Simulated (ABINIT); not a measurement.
## MoS2 (P6_3/mmc): G0W0 in ABINIT against the bands in the self-energy

How does the gap of MoS2 (P6_3/mmc) converge in the bands in the self-energy?

Calculated with ABINIT 10.8.3; PBE and many-body steps on it, plane waves.

The database entry behind the starting cell differs from later determinations by our own check (about 0.3 % long), so it need not match the best structure at ambient conditions.

**1. Set-up**

It takes space group P6_3/mmc (No. 194, hexagonal). Conventional cell: a = 3.169 Å, b = 3.169 Å, c = 12.324 Å, α = 90.00°, β = 90.00°, γ = 120.00°. Nearest to Mo lie 6 S at 2.41 Å. Nearest to S lie 3 Mo at 2.41 Å. Farther neighbours and most contacts between anions are not listed.

The cell and positions come from the Crystallography Open Database and are kept as given unless a step says otherwise.

**2. Screening, 6×6×1 mesh, 345 bands, screening to 217.7 eV**

This step: ABINIT 10.8.3; RPA screening on PBE, plane waves, norm-conserving pseudopotentials.

The RPA dielectric matrix is built and inverted for each q.

run.abi

```
acell 3*1.0 Angstrom
rprim 
  3.169000000004 -0.000000000001 0.000000000000
  -1.584500000001 2.744434504597 0.000000000000
  0.000000000000 0.000000000000 12.324000000000
ntypat 2
znucl 42 16
natom 6
typat 1 1 2 2 2 2
xred 
  0.333333333333 0.666666666667 0.250000000000
  0.666666666667 0.333333333333 0.750000000000
  0.333333333333 0.666666666667 0.623000000000
  0.666666666667 0.333333333333 0.123000000000
  0.333333333333 0.666666666667 0.877000000000
  0.666666666667 0.333333333333 0.377000000000
pp_dirpath "pseudos"
pseudos "Mo.upf, S.upf"
ecut 36
ngkpt 6 6 1
nshiftk 1
shiftk 0 0 0
kptopt 1
chksymbreak 0
istwfk *1
occopt 1
irdwfk 1
optdriver 3
nband 345
ecuteps 8
inclvkb 2
awtr 1
symchi 1
indata_prefix "in"
outdata_prefix "out"
tmpdata_prefix "tmp"
```

Launch:

```console
$ OMP_NUM_THREADS=1 mpirun -n 8 abinit run.abi > log
```

Output:

```text
.Version 10.8.3 of ABINIT. v10.8.2 released Aug 2026.

 Symmetries : space group P6_3/m m c (#194); Bravais hP (primitive hexag.)
[... echo of the input left out ...]
== DATASET  1 ==================================================================
-   mpi_nproc: 8, omp_nthreads: 1 (-1 if OMP is not activated)

--- !DatasetInfo
iteration_state: {dtset: 1, }
dimensions: {natom: 6, nkpt: 7, mband: 345, nsppol: 1, nspinor: 1, nspden: 1, mpw: 7481, }
cutoff_energies: {ecut:  36.0, pawecutdg:  -1.0, }
electrons: {nelect:   5.20000000E+01, charge:   0.00000000E+00, occopt:   1.00000000E+00, tsmear:   1.00000000E-02, }

 SCREENING: Calculation of the susceptibility and dielectric matrices

 Based on a program developped by R.W. Godby, V. Olevano, G. Onida, and L. Reining.
 Incorporated in ABINIT by V. Olevano, G.-M. Rignanese, and M. Torrent.
.Using double precision arithmetic ; gwpc =  8

[... cell and pseudopotentials left out ...]
--------------------------------------------------------------------------------

 ==== K-mesh for the wavefunctions ====
 Number of points in the irreducible wedge :     7
[... list of points left out ...]
 Together with 24 symmetry operations and time-reversal symmetry
 yields    36 points in the full Brillouin Zone.

 ==== Q-mesh for the screening function ====
 Number of points in the irreducible wedge :     7
[... list of points left out ...]
 Together with 24 symmetry operations and time-reversal symmetry
 yields    36 points in the full Brillouin Zone.

 setmesh: FFT mesh size selected  =    24x   24x   96
          total number of points  =        55296

 vcoul_init : cutoff-mode = AUXILIARY_FUNCTION
 q-points for optical limit:   1
     1)      0.000010    0.000020    0.000030

- screening: taking advantage of time-reversal symmetry
- Maximum band index for partially occupied states nbvw = 26
- Remaining bands to be divided among processors   nbcw = 319
- Number of bands treated by each node ~39

 Number of electrons calculated from density =   52.0000; Expected =   52.0000
 average of density, n =  0.071892
 r_s =    1.4919
 omega_plasma =   25.8640 [eV]

 calculating chi0 at frequencies [eV] :
  1    0.000000E+00    0.000000E+00
  2    0.000000E+00    2.586399E+01

--------------------------------------------------------------------------------
  q-point number  1        q = ( 0.000000, 0.000000, 0.000000) [r.l.u.]
--------------------------------------------------------------------------------
[... chi0 elements left out ...]
 For q-point:  0.000010 0.000020 0.000030
  dielectric constant =  14.4202
  dielectric constant without local fields =  16.2986

  Average fulfillment of the sum rule on Im[epsilon] for q-point    1 :     87.13  [%]
[... wings left out ...]
  q-point number  2        q = ( 0.166667, 0.000000, 0.000000) [r.l.u.]
--------------------------------------------------------------------------------
[... chi0 elements left out ...]
  Average fulfillment of the sum rule on Im[epsilon] for q-point    2 :     88.28  [%]

 [... 5 further q-points ...]
```

Wall time 7.2 min (8 MPI ranks of Arm Neoverse V1, shared host); peak memory 4.8 GiB.

This step gave:

```
ε∞ with local fields, on this mesh, along the program's q direction : 14.42
the same without local fields                                       : 16.30
plasma frequency                                                    : 25.86 eV
plane waves in the screening matrix                                 : 773
```

Local fields lower ε∞ by 12 %. On a Γ-centred mesh this coarse the value itself is usually too large, while a short band sum pulls it down.

**3. 34 bands**

This step: G0W0 on PBE, plane waves, norm-conserving pseudopotentials.

run.abi, as its differences from that of step 2:

```diff
@@ -27,8 +27,19 @@
 irdwfk 1
-optdriver 3
-nband 345
+optdriver 4
+nband 34
+gwcalctyp 0
+ecutsigx 36
+symsigma 1
+nkptgw 3
+kptgw 
+  0.0000000000 0.0000000000 0.0000000000
+  0.1666666667 0.1666666667 0.0000000000
+  0.3333333333 0.3333333333 0.0000000000
+bdgw 
+  25 28
+  25 28
+  25 28
 ecuteps 8
-inclvkb 2
-awtr 1
-symchi 1
+irdscr 1
+ppmodel 1
 indata_prefix "in"
```

Output:

```text
.Version 10.8.3 of ABINIT. v10.8.2 released Aug 2026.

 Symmetries : space group P6_3/m m c (#194); Bravais hP (primitive hexag.)
[... echo of the input left out ...]
== DATASET  1 ==================================================================
-   mpi_nproc: 8, omp_nthreads: 1 (-1 if OMP is not activated)

--- !DatasetInfo
iteration_state: {dtset: 1, }
dimensions: {natom: 6, nkpt: 7, mband: 34, nsppol: 1, nspinor: 1, nspden: 1, mpw: 7481, }
cutoff_energies: {ecut:  36.0, pawecutdg:  -1.0, }
electrons: {nelect:   5.20000000E+01, charge:   0.00000000E+00, occopt:   1.00000000E+00, tsmear:   1.00000000E-02, }

 SIGMA: Calculation of the GW corrections

 Based on a program developped by R.W. Godby, V. Olevano, G. Onida, and L. Reining.
 Incorporated in ABINIT by V. Olevano, G.-M. Rignanese, and M. Torrent.
.Using double precision arithmetic ; gwpc =  8

[... cell and pseudopotentials left out ...]
--------------------------------------------------------------------------------

 ==== K-mesh for the wavefunctions ====
 Number of points in the irreducible wedge :     7
[... list of points left out ...]
 Together with 24 symmetry operations and time-reversal symmetry
 yields    36 points in the full Brillouin Zone.

 ==== Q-mesh for screening function ====
 Number of points in the irreducible wedge :     7
[... list of points left out ...]
 Together with 24 symmetry operations and time-reversal symmetry
 yields    36 points in the full Brillouin Zone.

 vcoul_init : cutoff-mode = AUXILIARY_FUNCTION
 q-points for optical limit:   1
     1)      0.000010    0.000020    0.000030
 setmesh: FFT mesh size selected  =    32x   32x  128
          total number of points  =       131072

 Number of electrons calculated from density =   52.0000; Expected =   52.0000
 average of density, n =  0.071892
 r_s =    1.4919
 omega_plasma =   25.8640 [eV]

 === KS Band Gaps ===
  >>>> For spin  1
   Minimum direct gap =   1.6539 [eV], located at k-point      :   0.3333  0.3333  0.0000
   Fundamental gap    =   0.8888 [eV], Top of valence bands at :   0.0000  0.0000  0.0000
                                       Bottom of conduction at :   0.1667  0.1667  0.0000
 SIGMA fundamental parameters:
 PLASMON POLE MODEL  1
 number of plane-waves for SigmaX                 7437
 number of plane-waves for SigmaC and W            773
 number of plane-waves for wavefunctions          7437
 number of bands                                    34
 number of independent spin polarizations            1
 number of spinorial components                      1
 number of k-points in IBZ                           7
 number of q-points in IBZ                           7
 number of symmetry operations                      24
 number of k-points in BZ                           36
 number of q-points in BZ                           36
 number of frequencies for dSigma/dE                 9
 frequency step for dSigma/dE [eV]                0.25
 number of omega for Sigma on real axis              0
 max omega for Sigma on real axis  [eV]           0.00
 zcut for avoiding poles [eV]                     0.10

 EPSILON^-1 parameters (SCR file):
 dimension of the eps^-1 matrix on file            773
 dimension of the eps^-1 matrix used               773
 number of plane-waves for wavefunctions          7437
 number of bands                                   345
 number of q-points in IBZ                           7
 number of frequencies                               2
 number of real frequencies                          1
 number of imag frequencies                          1

 matrix elements of self-energy operator (all in [eV])

 Perturbative Calculation

--- !SelfEnergy_ee
iteration_state: {dtset: 1, }
kpoint     : [   0.000,    0.000,    0.000, ]
spin       : 1
KS_gap     :    2.100
QP_gap     :    2.649
Delta_QP_KS:    0.550
data: !SigmaeeData |
     Band     E0 <VxcDFT>   SigX SigC(E0)      Z dSigC/dE  Sig(E)    E-E0       E
       25   7.290 -15.411 -16.658   3.297   0.799  -0.251 -13.772   1.639   8.929
       26   8.434 -16.391 -17.086   3.075   0.801  -0.248 -14.485   1.906  10.341
       27  10.534 -15.683 -11.194  -1.459   0.810  -0.234 -13.227   2.456  12.990
       28  10.534 -15.683 -11.194  -1.459   0.810  -0.234 -13.227   2.456  12.990

--- !SelfEnergy_ee
iteration_state: {dtset: 1, }
kpoint     : [   0.167,    0.167,    0.000, ]
spin       : 1
KS_gap     :    2.343
QP_gap     :    2.912
Delta_QP_KS:    0.569
data: !SigmaeeData |
     Band     E0 <VxcDFT>   SigX SigC(E0)      Z dSigC/dE  Sig(E)    E-E0       E
       25   6.952 -16.023 -17.484   3.613   0.795  -0.257 -14.311   1.711   8.663
       26   6.980 -16.154 -17.551   3.554   0.794  -0.259 -14.441   1.713   8.693
[...]
--- !SelfEnergy_ee
iteration_state: {dtset: 1, }
kpoint     : [   0.333,    0.333,    0.000, ]
spin       : 1
KS_gap     :    1.654
QP_gap     :    2.301
Delta_QP_KS:    0.647
data: !SigmaeeData |
     Band     E0 <VxcDFT>   SigX SigC(E0)      Z dSigC/dE  Sig(E)    E-E0       E
[...]
26   7.832 -16.516 -17.090   2.889   0.799  -0.251 -14.666   1.850   9.683
       27   9.486 -17.609 -13.378  -1.110   0.800  -0.250 -15.112   2.497  11.983
       28   9.486 -17.609 -13.378  -1.110   0.800  -0.250 -15.112   2.497  11.983

== END DATASET(S) ==============================================================
================================================================================

 -outvars: echo values of variables after computation  --------
           etotal      0.0000000000E+00
            nband          34
             nkpt           7
          spgroup         194
 [... the other variables as echoed above ...]

 Calculation completed.
```

The job ended after 26 s (8 MPI ranks; peak memory 3.3 GiB).

Numbers from this step:

* G0W0 gap on the points computed: 1.264 eV
* starting gap on the mesh: 0.8887 eV
* k of the valence top: 0, 0, 0
* k of the conduction bottom: 0.1667, 0.1667, 0
* Z at the valence top: 0.801
* Z at the conduction bottom: 0.813
* least direct G0W0 gap on the computed points: 2.300 eV

**4. 36 bands**

run.abi, as its differences from that of step 3:

```diff
@@ -28,3 +28,3 @@
 optdriver 4
-nband 34
+nband 36
 gwcalctyp 0
```

Output:

```text
.Version 10.8.3 of ABINIT. v10.8.2 released Aug 2026.

 Symmetries : space group P6_3/m m c (#194); Bravais hP (primitive hexag.)
[... echo of the input left out ...]
== DATASET  1 ==================================================================
-   mpi_nproc: 8, omp_nthreads: 1 (-1 if OMP is not activated)

--- !DatasetInfo
iteration_state: {dtset: 1, }
dimensions: {natom: 6, nkpt: 7, mband: 36, nsppol: 1, nspinor: 1, nspden: 1, mpw: 7481, }
cutoff_energies: {ecut:  36.0, pawecutdg:  -1.0, }
electrons: {nelect:   5.20000000E+01, charge:   0.00000000E+00, occopt:   1.00000000E+00, tsmear:   1.00000000E-02, }

 SIGMA: Calculation of the GW corrections

 Based on a program developped by R.W. Godby, V. Olevano, G. Onida, and L. Reining.
 Incorporated in ABINIT by V. Olevano, G.-M. Rignanese, and M. Torrent.
.Using double precision arithmetic ; gwpc =  8

[... cell and pseudopotentials left out ...]
--------------------------------------------------------------------------------

 ==== K-mesh for the wavefunctions ====
 Number of points in the irreducible wedge :     7
[... list of points left out ...]
 Together with 24 symmetry operations and time-reversal symmetry
 yields    36 points in the full Brillouin Zone.

 ==== Q-mesh for screening function ====
 Number of points in the irreducible wedge :     7
[... list of points left out ...]
 Together with 24 symmetry operations and time-reversal symmetry
 yields    36 points in the full Brillouin Zone.

 vcoul_init : cutoff-mode = AUXILIARY_FUNCTION
 q-points for optical limit:   1
     1)      0.000010    0.000020    0.000030
 setmesh: FFT mesh size selected  =    32x   32x  128
          total number of points  =       131072

 Number of electrons calculated from density =   52.0000; Expected =   52.0000
[...]
number of plane-waves for wavefunctions          7437
 number of bands                                   345
 number of q-points in IBZ                           7
 number of frequencies                               2
 number of real frequencies                          1
 number of imag frequencies                          1

 matrix elements of self-energy operator (all in [eV])

 Perturbative Calculation

--- !SelfEnergy_ee
iteration_state: {dtset: 1, }
kpoint     : [   0.000,    0.000,    0.000, ]
spin       : 1
KS_gap     :    2.100
QP_gap     :    2.699
Delta_QP_KS:    0.599
data: !SigmaeeData |
     Band     E0 <VxcDFT>   SigX SigC(E0)      Z dSigC/dE  Sig(E)    E-E0       E
       25   7.290 -15.411 -16.658   3.177   0.797  -0.255 -13.872   1.538   8.829
       26   8.434 -16.391 -17.086   2.949   0.799  -0.252 -14.592   1.800  10.234
       27  10.534 -15.683 -11.194  -1.524   0.809  -0.236 -13.284   2.399  12.933
[...]
--- !SelfEnergy_ee
iteration_state: {dtset: 1, }
kpoint     : [   0.167,    0.167,    0.000, ]
spin       : 1
KS_gap     :    2.343
QP_gap     :    2.850
Delta_QP_KS:    0.506
data: !SigmaeeData |
     Band     E0 <VxcDFT>   SigX SigC(E0)      Z dSigC/dE  Sig(E)    E-E0       E
[...]
--- !SelfEnergy_ee
iteration_state: {dtset: 1, }
kpoint     : [   0.333,    0.333,    0.000, ]
spin       : 1
KS_gap     :    1.654
QP_gap     :    2.333
Delta_QP_KS:    0.679
data: !SigmaeeData |
     Band     E0 <VxcDFT>   SigX SigC(E0)      Z dSigC/dE  Sig(E)    E-E0       E
[...]
27   9.486 -17.609 -13.378  -1.229   0.798  -0.253 -15.214   2.395  11.881
       28   9.486 -17.609 -13.378  -1.229   0.798  -0.253 -15.214   2.395  11.881

== END DATASET(S) ==============================================================
================================================================================

 -outvars: echo values of variables after computation  --------
           etotal      0.0000000000E+00
            nband          36
             nkpt           7
          spgroup         194
 [... the other variables as echoed above ...]

 Calculation completed.
```

It took 26 s on 8 MPI ranks; peak memory 3.3 GiB.

Numbers from this step:

| Item | Value |
| --- | --- |
| G0W0 gap on the points computed | 1.212 eV |
| starting gap on the mesh | 0.8887 eV |
| k of the valence top | 0, 0, 0 |
| k of the conduction bottom | 0.1667, 0.1667, 0 |
| Z at the valence top | 0.799 |
| Z at the conduction bottom | 0.809 |
| least direct G0W0 gap on the computed points | 2.333 eV |

**5. 54 bands**

run.abi, as its differences from that of step 4:

```diff
@@ -28,3 +28,3 @@
 optdriver 4
-nband 36
+nband 54
 gwcalctyp 0
```

Output:

```text
.Version 10.8.3 of ABINIT. v10.8.2 released Aug 2026.

 Symmetries : space group P6_3/m m c (#194); Bravais hP (primitive hexag.)
[... echo of the input left out ...]
== DATASET  1 ==================================================================
-   mpi_nproc: 8, omp_nthreads: 1 (-1 if OMP is not activated)

--- !DatasetInfo
iteration_state: {dtset: 1, }
dimensions: {natom: 6, nkpt: 7, mband: 54, nsppol: 1, nspinor: 1, nspden: 1, mpw: 7481, }
cutoff_energies: {ecut:  36.0, pawecutdg:  -1.0, }
electrons: {nelect:   5.20000000E+01, charge:   0.00000000E+00, occopt:   1.00000000E+00, tsmear:   1.00000000E-02, }

 SIGMA: Calculation of the GW corrections

 Based on a program developped by R.W. Godby, V. Olevano, G. Onida, and L. Reining.
 Incorporated in ABINIT by V. Olevano, G.-M. Rignanese, and M. Torrent.
.Using double precision arithmetic ; gwpc =  8

[... cell and pseudopotentials left out ...]
--------------------------------------------------------------------------------

 ==== K-mesh for the wavefunctions ====
 Number of points in the irreducible wedge :     7
[... list of points left out ...]
 Together with 24 symmetry operations and time-reversal symmetry
 yields    36 points in the full Brillouin Zone.

 ==== Q-mesh for screening function ====
 Number of points in the irreducible wedge :     7
[... list of points left out ...]
 Together with 24 symmetry operations and time-reversal symmetry
 yields    36 points in the full Brillouin Zone.

 vcoul_init : cutoff-mode = AUXILIARY_FUNCTION
 q-points for optical limit:   1
     1)      0.000010    0.000020    0.000030
 setmesh: FFT mesh size selected  =    32x   32x  128
          total number of points  =       131072

 Number of electrons calculated from density =   52.0000; Expected =   52.0000
[...]
number of plane-waves for wavefunctions          7437
 number of bands                                   345
 number of q-points in IBZ                           7
 number of frequencies                               2
 number of real frequencies                          1
 number of imag frequencies                          1

 matrix elements of self-energy operator (all in [eV])

 Perturbative Calculation

--- !SelfEnergy_ee
iteration_state: {dtset: 1, }
kpoint     : [   0.000,    0.000,    0.000, ]
spin       : 1
KS_gap     :    2.100
QP_gap     :    2.570
Delta_QP_KS:    0.470
data: !SigmaeeData |
     Band     E0 <VxcDFT>   SigX SigC(E0)      Z dSigC/dE  Sig(E)    E-E0       E
       25   7.290 -15.411 -16.658   2.472   0.785  -0.273 -14.449   0.962   8.252
       26   8.434 -16.391 -17.086   2.151   0.785  -0.274 -15.249   1.142   9.577
       27  10.534 -15.683 -11.194  -2.453   0.792  -0.263 -14.070   1.613  12.147
[...]
--- !SelfEnergy_ee
iteration_state: {dtset: 1, }
kpoint     : [   0.167,    0.167,    0.000, ]
spin       : 1
KS_gap     :    2.343
QP_gap     :    2.691
Delta_QP_KS:    0.347
data: !SigmaeeData |
     Band     E0 <VxcDFT>   SigX SigC(E0)      Z dSigC/dE  Sig(E)    E-E0       E
[...]
--- !SelfEnergy_ee
iteration_state: {dtset: 1, }
kpoint     : [   0.333,    0.333,    0.000, ]
spin       : 1
KS_gap     :    1.654
QP_gap     :    2.245
Delta_QP_KS:    0.592
data: !SigmaeeData |
     Band     E0 <VxcDFT>   SigX SigC(E0)      Z dSigC/dE  Sig(E)    E-E0       E
[...]
27   9.486 -17.609 -13.378  -1.968   0.785  -0.274 -15.833   1.776  11.263
       28   9.486 -17.609 -13.378  -1.968   0.785  -0.274 -15.833   1.776  11.263

== END DATASET(S) ==============================================================
================================================================================

 -outvars: echo values of variables after computation  --------
           etotal      0.0000000000E+00
            nband          54
             nkpt           7
          spgroup         194
 [... the other variables as echoed above ...]

 Calculation completed.
```

Wall time 36 s (8 MPI ranks); peak memory 3.4 GiB.

Numbers from this step:

```
G0W0 gap on the points computed              : 1.167 eV
starting gap on the mesh                     : 0.8887 eV
k of the valence top                         : 0, 0, 0
k of the conduction bottom                   : 0.1667, 0.1667, 0
Z at the valence top                         : 0.785
Z at the conduction bottom                   : 0.794
least direct G0W0 gap on the computed points : 2.246 eV
```

(Continued in part 2 of 2.)

[Paths, hosts, dates, memory and timing lines, banners, echoed tables and standing remarks are left out of the program output.]

[Logs are printed without paths, hosts, clocks, repeated set-up lines and the standing remarks that a program may print on its own settings, such as how far it seeks lower states.]

[Runs of the session that timed out or met a known fault of the program may be left out.]

[No measured gap is set beside runs whose start may be inverted or whose files or cutoffs have a known fault.]

[Hosts, paths, dates, database ids (printed as entryN), source tags and the programs' standing remarks are cut or masked in the printed files.]

[G0W0 gaps are taken among the corrected bands and points alone; a level outside them can change the order at an edge.]

[Where Ansatz stands beside ABINIT at settings called matched, ABINIT's density can come from a denser mesh and the files from another edition; pairs whose starting gaps differed by over 0.03 eV were left out, so agreement reads better than it is.]
